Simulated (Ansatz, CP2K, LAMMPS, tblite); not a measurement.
# Which run comes nearest? K+ BF4- in ethyl methyl carbonate at 400 K (186 atoms)

Density of this cell: 1.06 g/cm³. The cell holds 186 atoms: 48 C, 36 O, 96 H, 1 B, 4 F and 1 K. Its edges and angles: a = 12.919 Å, b = 12.919 Å, c = 12.919 Å, α = 90.0°, β = 90.0°, γ = 90.0°. 12 ethyl methyl carbonate, 1 K+, 1 BF4- placed at random, at 1.06 g/cm³; overlaps pushed apart, then 10 ps at 550 K with stiff harmonic cages for PF6 and BF4 with UFF radii; Joung-Cheatham ions (J. Phys. Chem. B 112, 9020 (2008)); MMFF94 bonds, angles, torsions, charges and radii (Halgren, J. Comput. Chem. 17, 490 (1996)) in harmonic and 12-6 forms; charges of ions scaled by 0.8. Snapshot after 30 ps at 400 K and fixed volume.

Geometry: as built.

The reference, a calculation:

* method: Kohn-Sham DFT, PBE, PAW, plane waves (Ansatz 0.2.0); cutoff 420 eV, Γ point, fermi-dirac smearing of 0.05 eV; PAW set soft_2
* r.m.s. force component: 0.9912 eV/Å
* longest force: 4.234 eV/Å
* pressure: 0.677 GPa
* gap (highest filled to lowest empty level): 5.003 eV
* SCF cycles: 11
* time: 44 s on 4 threads of Arm Neoverse V1, shared host
* CPU time: 2.8 min

Q: Estimate the differences from the reference, the CPU time and the memory of each run.
- CP2K PBE, SZV-MOLOPT-SR, 600/50 Ry, diagonalisation (CP2K 2026.2; 2 threads)
- CP2K PBE, DZVP-MOLOPT-SR, 210/50 Ry, diagonalisation (CP2K 2026.2; 2 threads)
- CP2K GFN1-xTB, diagonalisation (CP2K 2026.2; 2 threads)
- CP2K RPBE, PBE potentials, DZVP-MOLOPT-SR, 600/50 Ry, diagonalisation (CP2K 2026.2; 2 threads)
- tblite GFN1-xTB (tblite 0.8.0; 1 thread)
- CP2K PBE, DZVP-MOLOPT-SR, 600/50 Ry, diagonalisation (CP2K 2026.2; 2 threads)

Differences are against the plane-wave reference, forces as r.m.s. over components; share is that over the reference's r.m.s. force, slope the least-squares factor from reference forces to these. Total energies of different programs have different zeros and aren't compared.

```tsv
run	Δ force, r.m.s. (meV/Å)	share (%)	slope	Δ pressure (GPa)	Δ gap (eV)	cores	CPU time	memory (GiB)
reference	-	-	-	-	-	4	2.8 min	3.0
CP2K PBE, SZV-MOLOPT-SR, 600/50 Ry, diagonalisation (coarse)	1854	187	1.016	10.8	-0.848	2	6.5 min	4.9
CP2K PBE, DZVP-MOLOPT-SR, 210/50 Ry, diagonalisation (coarse)	164	16.6	1.029	0.675	0.0067	2	8.8 min	1.6
CP2K GFN1-xTB, diagonalisation	344	34.7	0.983	-2.75	-	2	13 s	0.28
CP2K RPBE, PBE potentials, DZVP-MOLOPT-SR, 600/50 Ry, diagonalisation	171	17.3	1.034	1.38	0.0032	2	11 min	5.1
tblite GFN1-xTB	344	34.7	0.981	-2.73	-	1	7 s	0.19
CP2K PBE, DZVP-MOLOPT-SR, 600/50 Ry, diagonalisation	124	12.5	1.026	0.644	0.0049	2	11 min	5.1
```

Rows marked coarse were listed beforehand as settings not expected to be converged; some can still land near the reference.

CPU time is summed over cores on a shared host, where runs went side by side, so it is rough. Symmetry, cutoffs, thresholds, outputs and thread counts weren't matched or tuned between programs; memory under MPI is the largest rank's times the ranks.

The PBE run in local orbitals, coarse settings apart, differs by 13 % (CP2K PBE, DZVP-MOLOPT-SR, 600/50 Ry, diagonalisation); basis, grid and potentials can all enter. Tight binding differs by 35 % in each run; it is another model, with fitted parameters of its own, and the xTB methods hold dispersion. Rows with another functional or a dispersion term differ by 17 % (CP2K RPBE, PBE potentials, DZVP-MOLOPT-SR, 600/50 Ry, diagonalisation), which mixes the change of model with differences of basis and potentials, some of them made for another functional. Runs with settings chosen to be coarse differ by 17 % (CP2K PBE, DZVP-MOLOPT-SR, 210/50 Ry, diagonalisation) to 187 % (CP2K PBE, SZV-MOLOPT-SR, 600/50 Ry, diagonalisation), their programs' other errors included. Periodic xTB results under one method name differ between programs and library versions. The network of contacts between molecules at the start is that of the classical potential that made the cell, and needn't be the one that DFT or experiment would give. The electronic-structure runs sample only Γ, in a cell whose shortest periodic width is 13 Å.

[Logs are printed without paths, hosts, clocks, repeated set-up lines and the standing remarks that a program may print on its own settings, such as how far it seeks lower states.]

[Hosts, paths, dates, database ids (printed as entryN), source tags and the programs' standing remarks are cut or masked in the printed files.]

[The MMFF94 radii named for the starting cell were scaled by 0.96; in molecules described by MMFF94, hydrogen bound to N, O or S took a small fixed 12-6 site in their place.]
